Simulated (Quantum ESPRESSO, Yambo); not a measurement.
# A GW chain in Yambo: SnTe (Fm-3m), part 3 of 3

Wanted: ground state, empty states, screening and self-energy for SnTe (Fm-3m).

Quantum ESPRESSO 7.5 and Yambo 5.3.0; PBE and many-body steps on it, plane waves. Known limits of the many-body steps: not at the basis limit; model gap, bands may invert with spin-orbit coupling; no spin-orbit coupling; coarse k mesh.

So far. Step 3 (Bands along the symmetry lines): The gap is 0.093 eV, as in the run before at this level. Step 4 (Empty states on the mesh, 4×4×4 mesh, 129 bands): On this mesh the gap is 0.093 eV.

The database entry behind the starting cell differs from later determinations by our own check (about 0.3 % short), so it need not match the best structure at ambient conditions.

## 6. Screening and self-energy, 4×4×4 mesh, 129 bands, screening to 156.5 eV

Now the one-shot GW correction: screening in the RPA, then the self-energy of the levels asked for.

This step: G0W0 on PBE, plane waves, norm-conserving pseudopotentials.

File gw1.in:

```
HF_and_locXC
gw0
dyson
ppa
em1d
rim_cut
RandQpts= 1000000
RandGvec= 1 RL
EXXRLvcs= 88 Ry
VXCRLvcs= 352 Ry
Chimod= "HARTREE"
% BndsRnXp
 1 | 129 |
%
NGsBlkXp= 11.5 Ry
% LongDrXp
 1 | 1 | 1 |
%
% GbndRnge
 1 | 129 |
%
DysSolver= "n"
ExtendOut
PPAPntXp= 27.21138 eV
% QPkrange
 3 | 3 | 22 | 25 |
 1 | 1 | 22 | 25 |
%
```

Launch:

```bash
$ OMP_NUM_THREADS=1 mpirun -n 4 yambo -F gw1.in -J gw1 -C gw1 > gw1.log
```

What it wrote:

```text
 Yambo, version 5.3.0

 [02] CORE Variables Setup
 =========================

  [... cell, symmetries and grids as in the set-up ...]

  [02.05] Energies & Occupations
  ==============================

  [X] === General ===
  [X] Electronic Temperature                        :  0.000000  0.000000 [eV K]
  [X] Bosonic    Temperature                        :  0.000000  0.000000 [eV K]
  [X] Finite Temperature mode                       : no
  [X] El. density                                   :  0.73527E+24 [cm-3]
  [X] Fermi Level                                   :  11.48335 [eV]

  [X] === Gaps and Widths ===
  [X] Conduction Band Min                           :  0.093469 [eV]
  [X] Valence Band Max                              :  0.000000 [eV]
  [X] Filled Bands                                  :  23
  [X] Empty Bands                                   :   24  129
  [X] Direct Gap                                    :  0.093469 [eV]
  [X] Direct Gap localized at k                     :  3
  [X] Indirect Gap                                  :  0.093469 [eV]
  [X] Indirect Gap between kpts                     :  3  3
  [X] Last valence band width                       :  3.754438 [eV]
  [X] 1st conduction band width                     :  3.246796 [eV]

 [03] Transferred momenta grid and indexing
 ==========================================

 IBZ Q-points                                      :   8
 BZ  Q-points                                      :   64

 K/Q-points units:
 rlu = crystal or reduced units; cc = cartesian coordinates; iku = interal k-units

 Q [1]          [rlu]:  0.000000  0.000000  0.000000
 Q [2]          [rlu]:  0.78548E-18  0.78548E-18  0.25000
 Q [3]          [rlu]: -0.15710E-17 -0.15710E-17 -0.50000
 Q [4]          [rlu]:  0.24960E-17  0.25000      0.25000
 Q [5]          [rlu]:  0.87758E-16  0.25000      0.50000
 Q [6]          [rlu]: -0.15710E-17  0.25000     -0.25000
 Q [7]          [rlu]: -0.49919E-17 -0.50000     -0.50000
 Q [8]          [rlu]:  0.250000 -0.500000 -0.250000

 [04] Coloumb potential Random Integration (RIM)
 ===============================================

  [04.01] RIM initialization
  ==========================

  * Diagonal components only detected *

  8 x (sBL volume)        :  0.073441 [a.u.]
  sBZ random points       :  1000000
  Points outside the sBZ  :   7987327
  RL volume               :  0.587530 [a.u.]
  Integrated volume       :  0.588462 [a.u.]

  [04.02] RIM integrals
  =====================

  Gamma point sphere radius             :  0.075962 [a.u.]
  Points outside the sphere             :   799513
  [Int_sBZ(q=0) 1/q^2]*(Vol_sBZ)^(-1/3) =:  7.764325
                                 should be <:  7.795600

  Summary of Coulomb integrals for non-metallic bands |Q|[au] RIM/Bare

  Q [1] 0.100000E-4 0.995988 * Q [2] 0.228467 1.065884
  Q [4] 0.263811 1.064776 * Q [6] 0.373085 1.027759
  Q [5] 0.437481 1.020378 * Q [3] 0.456934 1.018308
  Q [7] 0.527622 1.014848 * Q [8] 0.589900 1.011804

 [05] Dipoles
 ============

  [05.01] Setup: observables and procedures
  =========================================

 [06] Dynamic Dielectric Matrix (PPA)
 ====================================

 [WR./gw1//ndb.pp]---------------------------------------------------------------
  Brillouin Zone Q/K grids (IBZ/BZ)                :    8   64    8   64
  RL vectors                                       :   7119 [WF]
  Coulomb cutoff potential                         : none
  Electronic Temperature                           :  0.000000 [K]
  Bosonic    Temperature                           :  0.000000 [K]
  PPA    diel. fun.  energies                      : Perdew, Burke & Ernzerhof(X)+Perdew, Burke & Ernzerhof(C)
  wavefunctions                                    : Perdew, Burke & Ernzerhof(X)+Perdew, Burke & Ernzerhof(C)
  Global Gauge                                     : length
  X matrix size                                    :   331
  X band range                                     :    1  129
  X e/h energy range                               : -1.000000 -1.000000 [eV]
  X Time ordering                                  : R
  X Hxc Kernel                                     : HARTREE
  X Drude frequency                                :  0.000000  0.000000
  X poles                                          :  100.0000 [o/o]
  RL vectors in the sum                            :   7119
  [r,Vnl] included                                 : yes
  Field direction                                  :  0.577350E-5  0.577350E-5  0.577350E-5
  BZ energy Double Grid                            : no
  BZ energy DbGd points                            : 0
  BZ Q point size factor                           : -1.000000
  X Optical Averaged directions                    : none

 [07] Local Exchange-Correlation + Non-Local Fock
 ================================================

 [VXC] Plane waves :   47183
 [EXS] Plane waves :   5985

 QP @ state[ 1 ] K range:  1  1
 QP @ state[ 1 ] b range:  22  25
 QP @ state[ 2 ] K range:  3  3
 QP @ state[ 2 ] b range:  22  25

 [xc] Functional : Perdew, Burke & Ernzerhof(X)+Perdew, Burke & Ernzerhof(C)
 [xc] LIBXC used to calculate xc functional
  PP Number of Atomic Species                      :  2
  NLCC RL compoments                               :   47183
  PP Number of Atomic Species                      :  2
  NLCC RL compoments                               :   47183

 [xc] E_xc :  -38.22813 [Ha]
      E_xc :  -76.45626 [Ry]

  Local XC kind (lXC) : Perdew, Burke & Ernzerhof(X)+Perdew, Burke & Ernzerhof(C)
  Non-Local XC kind (nlXC) : Hartree-Fock

  Corrections @ K [1] :  [eV]
 <22|nlXC|22> = -14.29187 -0.15000E-16 <22|lXC|22> = -12.44775  0.55457E-20
 <23|nlXC|23> = -14.29174 -0.21361E-16 <23|lXC|23> = -12.44775 -0.75401E-20
 <24|nlXC|24> = -7.136385 -0.41242E-18 <24|lXC|24> = -11.81318  0.70666E-16
 <25|nlXC|25> = -7.136099 -0.69027E-17 <25|lXC|25> = -11.81317  0.27079E-19

  Corrections @ K [3] :  [eV]
 <22|nlXC|22> = -14.32862  0.41714E-18 <22|lXC|22> = -12.65401  0.94411E-16
 <23|nlXC|23> = -9.801044 -0.41387E-17 <23|lXC|23> = -10.69261 -0.94383E-16
 <24|nlXC|24> = -10.79424  0.16387E-17 <24|lXC|24> = -13.05654  0.18292E-15
 <25|nlXC|25> = -7.843546  0.11426E-18 <25|lXC|25> = -10.89101  0.93960E-16

 [08] Dyson equation: Newton solver
 ==================================

  [08.01] G0W0 (W PPA)
  ====================

  [  GW  ] Bands range     :    1  129
  [GW/PPA] G damping       :  0.100000 [eV]

  QP @ state[ 1 ] K range:  1  1
  QP @ state[ 1 ] b range:  22  25
  QP @ state[ 2 ] K range:  3  3
  QP @ state[ 2 ] b range:  22  25

   Sc/G bands                                       :    1  129
   Sc/G damping                                     :  0.100000 ev
   Sc bands terminator                              : no
   Sx RL components                                 :   5985

   QP @ state[ 1 ] K range                          :  1  1
   QP @ state[ 1 ] b range                          :  22  25
   QP @ state[ 2 ] K range                          :  3  3
   QP @ state[ 2 ] b range                          :  22  25
   GF energies kind                                 : Perdew, Burke & Ernzerhof(X)+Perdew, Burke & Ernzerhof(C)
   GF WF`s kind                                     : Perdew, Burke & Ernzerhof(X)+Perdew, Burke & Ernzerhof(C)
   Xs energies kind                                 : Perdew, Burke & Ernzerhof(X)+Perdew, Burke & Ernzerhof(C)
   Xs WF`s kind                                     : Perdew, Burke & Ernzerhof(X)+Perdew, Burke & Ernzerhof(C)

 [11] Game Over & Game summary
```

Run time: 3.8 min. Hardware: 4 MPI ranks of Arm Neoverse V1, shared host; peak memory 2.3 GiB; 15 min of CPU time.

Numbers from this step:

| Item | Value |
| --- | --- |
| G0W0 gap on the points computed | 0.1847 eV |
| starting gap on the mesh | 0.09347 eV |
| k of the valence top | 0, 0, -0.5 |
| k of the conduction bottom | 0, 0, -0.5 |
| least direct G0W0 gap on the computed points | 0.1847 eV |
| Z at the valence top | 0.7918 |
| Z at the conduction bottom | 0.7859 |

The gap on the mesh goes from 0.09 eV to 0.18 eV, a correction of +0.09 eV.

Limits: finite bands, cutoff and mesh; model gap, bands may invert with spin-orbit coupling; no spin-orbit coupling; coarse k mesh. v1 is the top filled band, c1 the lowest empty one. The levels before and after the correction (eV, zero at the valence-band top of each column):

```csv
,conduction bottom,valence top
Kohn-Sham,0.09,0.00
G0W0,0.18,0.00
```

```csv
,level,energy (eV)
Kohn-Sham,(0 0 -0.5) v2,-1.821
Kohn-Sham,(0 0 -0.5) v1,0.000
Kohn-Sham,(0 0 -0.5) c1,0.093
Kohn-Sham,(0 0 -0.5) c2,0.357
G0W0,(0 0 -0.5) v2,-1.986
G0W0,(0 0 -0.5) v1,0.000
G0W0,(0 0 -0.5) c1,0.185
G0W0,(0 0 -0.5) c2,0.337
```

## 7. Where the time went

Times are wall times on the hardware named with each run, good to a factor of about two.

```csv
step,time,share,memory (GiB)
ground state,17 s,6 %,0.36
bands along the symmetry lines,11 s,4 %,0.29
empty states on the mesh,20 s,7 %,0.49
conversion and set-up,3.3 s,1 %,0.26
screening and self-energy,3.8 min,82 %,2.3
```

## 8. Summary of results

```
PBE gap              : 0.09 eV, direct
G0W0 gap on the mesh : 0.18 eV
GW settings          : 4×4×4 mesh, 129 bands, screening to 156.5 eV, Godby-Needs plasmon pole
known limits         : not at the basis limit; model gap, bands may invert with spin-orbit coupling; no spin-orbit coupling; coarse k mesh
```

G0W0 moves the gap on the mesh from 0.09 eV to 0.18 eV (+0.09 eV), with Z of 0.79 and 0.79 at the edges. Only 2 of the mesh's irreducible points were corrected, so a valley elsewhere could overtake. The dearest step here is «screening and self-energy». Bands and cutoff are finite, so the gap is not at the basis limit. The miss can reach some tenths of an eV and take either sign; the mesh is an error of its own. In the G0W0 run levels were corrected at 2 k points alone, so a gap called «on the mesh» is the least over those, and an edge elsewhere would be missed. The 4×4×4 mesh is coarse for this cell, which bears on the long-range parts of exchange and screening. With atoms this heavy and so narrow a gap, spin-orbit coupling can invert the bands. These scalar-relativistic gaps are then model values, not to be set against experiment, and a spin-orbit change taken from DFT can't simply be added.

[Paths, hosts, dates, memory and timing lines, banners, echoed tables and standing remarks are left out of the program output.]

[Logs are printed without paths, hosts, clocks, repeated set-up lines and the standing remarks that a program may print on its own settings, such as how far it seeks lower states.]

[Runs of the session that timed out or met a known fault of the program may be left out.]

[Hosts, paths, dates, database ids (printed as entryN), source tags and the programs' standing remarks are cut or masked in the printed files.]
